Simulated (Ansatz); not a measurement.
# Decaying states in the gap of RbInH4, part 2 of 2

A new crystal, RbInH4: structure, gap and complex bands. It is built by putting In for B in the RbBH4 structure of space group F-43m, with the volume rescaled by atomic radii. The parent structure comes from the Materials Project.

Ansatz 0.2.0; PBE DFT, plane waves, PAW files (the session's first sound run).

So far, gap on path (eV): step 3 (the bulk crystal and its band edges, PBE) 4.40; step 6 (PBEsol) 4.29.

The structure was built from a prototype and need not be the compound's stable phase.

## 7. Complex bands at another level

This step: PBEsol DFT, plane waves, PAW files; complex bands by layer matching along the plane's normal (Ansatz 0.2.0).

The complex bands at that level, over its own gap, at (0, 0) and (0, -0.4219).

The input, input.yaml:

```yaml
crystal:
  lattice:
    - [5.669359213, 0.0, 0.0]
    - [2.834679607, 4.909809102, 0.0]
    - [0.0, 3.273206068, 4.629012413]
  atoms:
    - { symbol: Rb, position: [0.0, 0.0, 0.0] }
    - { symbol: In, position: [0.5, 0.0, 0.5] }
    - { symbol: H, position: [0.1167933928, 0.2554710715, 0.3722644643] }
    - { symbol: H, position: [0.6277355357, 0.7445289286, 0.8832066072] }
    - { symbol: H, position: [0.6277355357, 0.7445289286, 0.3722644643] }
    - { symbol: H, position: [0.6277355357, 0.2554710715, 0.3722644643] }
kpoints:
  mp_grid: { grid: [6, 6, 6] }
scf:
  occupations: { method: fixed }
hamiltonian:
  xc: pbesol
output:
  eigenvalues: true
  transmission:
    leads: [[0, 0]]
    kpoints: [[0.0, 0.0], [0.0, -0.4219]]
    e_range: [-1.0, 5.29]
    de: 0.1
```

Command:

```bash
ansatz run input.yaml --threads 2 --pin off --max-ram 4096MiB --backend cpu --events-out ev --progress --plain --runs-dir out
```

It took 54 s on 2 threads of Intel Xeon Platinum 8259CL at 2.50GHz (Skylake/Cascade Lake), shared host; peak memory 0.8 GiB; 77 s of CPU time.

Numbers from this step:

```
Fermi energy                                              : 0.1301 eV
level to which the leads are filled                       : 2.145 eV from the Fermi level
decay constant at the filling level, zone centre          : 0.3190 Å⁻¹
decay constant at the filling level, slowest listed point : 0.319 Å⁻¹
```

K parallel (0, 0); values up to 1.5 1/Å, a degenerate pair printed once or twice; energies at which all values exceed this have no row. Table of Im kz of the slowest decaying states by energy, zero at the highest filled level on the SCF mesh:

```
energy (eV)  decay 1 (Å⁻¹)  decay 2 (Å⁻¹)  decay 3 (Å⁻¹)  decay 4 (Å⁻¹)
      -1.00          0.675           1.02           1.18              -
      -0.80          0.609          0.999           1.16              -
      -0.50          0.467          0.974           1.14              -
      -0.30          0.292          0.957           1.12              -
       0.00        0.00985         0.0271          0.931           1.09
       0.20          0.145          0.363          0.913           1.08
       0.50          0.216          0.498          0.886           1.05
       0.70          0.246          0.547          0.868           1.03
       1.00          0.278          0.597          0.839          0.996
       1.20          0.292          0.620          0.819          0.975
       1.50          0.308          0.644          0.789          0.941
       1.70          0.314          0.657          0.768          0.917
       2.00          0.319          0.670          0.735          0.878
       2.20          0.319          0.678          0.712          0.850
       2.50          0.314          0.676          0.689          0.803
       2.70          0.309          0.650          0.702          0.762
       3.00          0.295          0.610          0.709           1.45
       3.20          0.283          0.581          0.691           1.44
       3.50          0.259          0.534          0.663           1.42
       3.70          0.238          0.499          0.641           1.40
       4.00          0.196          0.439          0.607           1.38
       4.20          0.157          0.391          0.581           1.36
       4.50         0.0155          0.285          0.537           1.34
       4.70          0.282          0.504           1.32              -
       5.00         0.0698          0.358          0.447           1.30
       5.20         0.0543          0.368          0.400           1.28
```

K parallel (0, -0.4219); values up to 1.5 1/Å, a degenerate pair printed once or twice; energies at which all values exceed this have no row. The Im kz of the slowest decaying states by energy, zero at the highest filled level on the SCF mesh:

```csv
energy (eV),decay 1 (Å⁻¹),decay 2 (Å⁻¹),decay 3 (Å⁻¹),decay 4 (Å⁻¹)
-1.00,0.219,0.286,0.902,0.923
-0.80,0.254,0.271,0.857,0.889
-0.50,0.172,0.233,0.699,0.869
-0.30,0.123,0.441,0.855,1.12
0.00,0.232,0.259,0.603,0.834
0.20,0.298,0.323,0.720,0.819
0.50,0.351,0.376,0.788,0.797
0.70,0.373,0.399,0.781,0.808
1.00,0.394,0.421,0.757,0.821
1.20,0.403,0.431,0.740,0.822
1.50,0.410,0.438,0.714,0.819
1.70,0.411,0.439,0.697,0.813
2.00,0.408,0.436,0.669,0.800
2.20,0.404,0.430,0.650,0.790
2.50,0.394,0.417,0.620,0.772
2.70,0.384,0.404,0.599,0.759
3.00,0.366,0.380,0.566,0.736
3.20,0.352,0.359,0.543,0.719
3.50,0.319,0.325,0.507,0.692
3.70,0.284,0.303,0.481,0.673
4.00,0.208,0.262,0.439,0.641
4.20,0.118,0.226,0.410,0.618
4.50,0.142,0.365,0.580,0.815
4.70,0.331,0.553,0.788,0.843
5.00,0.120,0.272,0.508,0.746
5.20,0.0897,0.135,0.221,0.474
```

At the listed wavevectors the last open channel is at -0.10 eV and the next at +4.30 eV on the grid. At +2.10 eV, the grid energy nearest the filling level (the middle of the gap on the SCF mesh), the slowest state at the listed wavevectors decays with κ = 0.319 Å⁻¹, its amplitude falling by e over 3.1 Å; the first such run, plane (111), gave 0.333 Å⁻¹ over as many of its listed wavevectors.

## 8. A check of the settings: hamiltonian.xc = "rpbe"

This step: PBE DFT, plane waves, PAW files; complex bands by layer matching along the plane's normal; changed: hamiltonian.xc = "rpbe" (Ansatz 0.2.0).

This run repeats an earlier one, its twin (the complex run, plane (111)), with one setting changed (hamiltonian.xc; files written aside). It is meant to test how much rests on the functional. Where the input is shown as a difference, that is against the step before, not the twin.

input.yaml: that of step 7 with these lines changed.

```diff
@@ -17,3 +17,3 @@
 hamiltonian:
-  xc: pbesol
+  xc: rpbe
 output:
@@ -22,4 +22,4 @@
     leads: [[0, 0]]
-    kpoints: [[0.0, 0.0], [0.0, -0.4219]]
-    e_range: [-1.0, 5.29]
-    de: 0.1
+    kpoints: [[0.0, 0.0], [0.0, -0.4271], [0.5, 0.0]]
+    e_range: [-1.0, 5.4]
+    de: 0.11
```

Wall time 69 s (2 threads); peak memory 0.79 GiB; 1.7 min of CPU time.

This step gave:

| Quantity | Value |
| --- | --- |
| free energy | -8944.4406 eV |
| Fermi energy | 0.2686 eV |
| gap on the k-mesh | 4.603 eV |
| level to which the leads are filled | 2.302 eV from the Fermi level |
| decay constant at the filling level, zone centre | 0.3474 Å⁻¹ |
| decay constant at the filling level, slowest listed point | 0.3474 Å⁻¹ |

K parallel (0, 0); values up to 1.5 1/Å, a degenerate pair printed once or twice; energies at which all values exceed this have no row. The Im kz of the slowest decaying states by energy, zero at the highest filled level on the SCF mesh:

| energy (eV) | decay 1 (Å⁻¹) | decay 2 (Å⁻¹) | decay 3 (Å⁻¹) | decay 4 (Å⁻¹) |
| --- | --- | --- | --- | --- |
| -1.00 | 0.702 | 1.04 | 1.20 | - |
| -0.67 | 0.586 | 1.02 | 1.18 | - |
| -0.34 | 0.378 | 0.991 | 1.15 | - |
| -0.01 | 0.963 | 1.12 | - | - |
| 0.32 | 0.190 | 0.453 | 0.934 | 1.09 |
| 0.54 | 0.236 | 0.533 | 0.915 | 1.07 |
| 0.87 | 0.282 | 0.604 | 0.885 | 1.04 |
| 1.20 | 0.312 | 0.648 | 0.853 | 1.00 |
| 1.53 | 0.332 | 0.676 | 0.821 | 0.967 |
| 1.86 | 0.343 | 0.696 | 0.787 | 0.927 |
| 2.19 | 0.347 | 0.711 | 0.751 | 0.882 |
| 2.52 | 0.346 | 0.714 | 0.728 | 0.828 |
| 2.85 | 0.338 | 0.674 | 0.756 | 1.49 |
| 3.18 | 0.325 | 0.631 | 0.730 | 1.46 |
| 3.51 | 0.306 | 0.584 | 0.701 | 1.44 |
| 3.84 | 0.278 | 0.532 | 0.668 | 1.42 |
| 4.06 | 0.255 | 0.493 | 0.643 | 1.40 |
| 4.39 | 0.207 | 0.424 | 0.603 | 1.37 |
| 4.72 | 0.129 | 0.329 | 0.556 | 1.35 |
| 5.05 | 0.294 | 0.501 | 1.32 | - |
| 5.38 | 0.0634 | 0.360 | 0.434 | 1.30 |

K parallel (0, -0.4271); values up to 1.5 1/Å, a degenerate pair printed once or twice; energies at which all values exceed this have no row. Im kz of the slowest decaying states against energy, zero at the highest filled level on the SCF mesh:

```
energy (eV)  decay 1 (Å⁻¹)  decay 2 (Å⁻¹)  decay 3 (Å⁻¹)  decay 4 (Å⁻¹)
     -1.000          0.194          0.289          0.928          0.957
     -0.450          0.182          0.236          0.707          0.892
     -0.010          0.230          0.260          0.598          0.862
      0.540          0.371          0.400          0.815          0.822
      0.980          0.412          0.444          0.788          0.845
      1.530          0.433          0.467          0.744          0.845
      1.970          0.435          0.469          0.706          0.831
      2.520          0.423          0.454          0.655          0.803
      2.960          0.404          0.428          0.612          0.773
      3.510          0.367          0.376          0.552          0.728
      3.950          0.309          0.323          0.499          0.686
      4.500          0.132          0.240          0.427          0.625
      5.050          0.345          0.552          0.777          0.837
```

K parallel (0.5, 0); values up to 1.5 1/Å, a degenerate pair printed once or twice; energies at which all values exceed this have no row. Table of Im kz of the slowest decaying states by energy, zero at the highest filled level on the SCF mesh:

| energy (eV) | decay 1 (Å⁻¹) | decay 2 (Å⁻¹) | decay 3 (Å⁻¹) | decay 4 (Å⁻¹) |
| --- | --- | --- | --- | --- |
| -1.000 | 0.255 | 0.923 | 1.10 | 1.34 |
| -0.450 | 0.211 | 0.886 | 0.932 | 1.30 |
| -0.010 | 0.233 | 0.261 | 0.658 | 0.854 |
| 0.540 | 0.372 | 0.399 | 0.811 | 0.830 |
| 0.980 | 0.413 | 0.444 | 0.774 | 0.855 |
| 1.530 | 0.433 | 0.471 | 0.724 | 0.854 |
| 1.970 | 0.435 | 0.478 | 0.680 | 0.839 |
| 2.520 | 0.423 | 0.472 | 0.620 | 0.811 |
| 2.960 | 0.403 | 0.454 | 0.566 | 0.782 |
| 3.510 | 0.366 | 0.409 | 0.498 | 0.738 |
| 3.950 | 0.322 | 0.336 | 0.449 | 0.697 |
| 4.500 | 0.142 | 0.238 | 0.389 | 0.637 |
| 5.050 | 0.314 | 0.566 | 0.778 | 0.841 |

The least decay constant is 0.347 Å⁻¹ against 0.333 Å⁻¹ in the twin: a change of +4 %.

## 9. Results

```
band gap                                         : 4.40 eV
least decay constant at mid-gap, normal to (111) : 0.333 Å⁻¹
least decay constant at mid-gap, normal to (001) : 0.325 Å⁻¹
least decay constant, PBEsol                     : 0.319 Å⁻¹
```

In words: With PBE, the slowest decay at the wavevectors tried is κ = 0.325 Å⁻¹, normal to (001). Through such a film the transmission near mid-gap falls as exp(−2κd), a factor of ten every 3.5 Å. The directions tried decay at nearly the same rate. A free electron under a barrier of half the gap would need a mass of 0.18 mₑ to decay at this rate. With PBEsol the gap goes from 4.40 to 4.29 eV and the decay constant, over the first 2 listed wavevectors (which shift with the band edges), from 0.333 to 0.319 Å⁻¹. The compound is made up by substitution; its stability against other phases and against distortions of the cell's symmetry was not tested. A semilocal functional narrows gaps, so real decay constants are likely larger.

[Logs are printed without paths, hosts, clocks, repeated set-up lines and the standing remarks that a program may print on its own settings, such as how far it seeks lower states.]

[Hosts, paths, dates, database ids (printed as entryN), source tags and the programs' standing remarks are cut or masked in the printed files.]
